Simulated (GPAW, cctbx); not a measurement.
# What do these deviations say about the bonding?

BaMg2V2, P-3m1 (no. 164), a = 3.1898 Å, b = 3.1898 Å, c = 13.3524 Å, α = 90.00°, β = 90.00°, γ = 120.00°.

| atom | mult. | x | y | z |
| --- | --- | --- | --- | --- |
| Ba1 | 1 | 0 | 0 | 0 |
| V1 | 2 | 1/3 | 2/3 | 0.2291 |
| Mg1 | 2 | 1/3 | 2/3 | 0.5988 |

The start was made by putting kin elements into a known structure type; the compound need not exist, or be stable, in this form.

Absolute values of the static structure factors of the conventional cell from DFT (PBE, GPAW) against free spherical atoms, in electrons:

```csv
hkl,d (Å),free atoms,crystal
001,13.352,41.90,42.03
002,6.676,18.63,18.54
003,4.451,40.86,41.00
004,3.338,65.09,65.28
100,2.762,19.26,19.19
1 0 -1,2.705,71.50,71.37
101,2.705,29.66,29.51
005,2.671,84.42,84.09
102,2.553,36.43,36.47
1 0 -2,2.553,80.58,80.38
```

**Question.** Which way does charge move, and which reflections show it best?

Project each element's phase sum on the total phase. At low angle |F| should rise if density moves to atoms that scatter in phase and fall if it moves to atoms that scatter against it.

| hkl | Ba in phase | V in phase | Mg in phase | change (e) | (%) |
| --- | --- | --- | --- | --- | --- |
| 001 | +1.0 | +0.3 | -1.6 | +0.14 | +0.3 |
| 002 | +1.0 | -1.9 | +0.6 | -0.09 | -0.5 |
| 003 | +1.0 | -0.8 | +0.6 | +0.14 | +0.3 |
| 004 | +1.0 | +1.7 | -1.6 | +0.19 | +0.3 |
| 100 | +1.0 | -1.0 | -1.0 | -0.07 | -0.4 |
| 1 0 -1 | +1.0 | +1.6 | -0.2 | -0.13 | -0.2 |
| 101 | +1.0 | -1.8 | +1.8 | -0.15 | -0.5 |
| 005 | +1.0 | +1.2 | +2.0 | -0.32 | -0.4 |

Low-angle reflections that set elements apart and change by more than 0.05 e: 001, 002, 003, 004, 100, 1 0 -1 and 101. The real-space density gives Voronoi charges Ba -0.06, V -0.03, Mg +0.06 e. The signs that these charges predict hold for 001, 002, 003, 004 and 101 and fail for 100 and 1 0 -1, so the simple rule can't give the direction here. The reflections see the density near the nuclei and the atoms' change of size and shape; Voronoi cells count what crosses the midplanes.

[Outputs are excerpts: Python notices, other lines and further rows are left out; steps that failed or that the build refused (PBEsol, TPSS) are not shown.]

[Logs are printed without paths, hosts, clocks, repeated set-up lines and the standing remarks that a program may print on its own settings, such as how far it seeks lower states.]
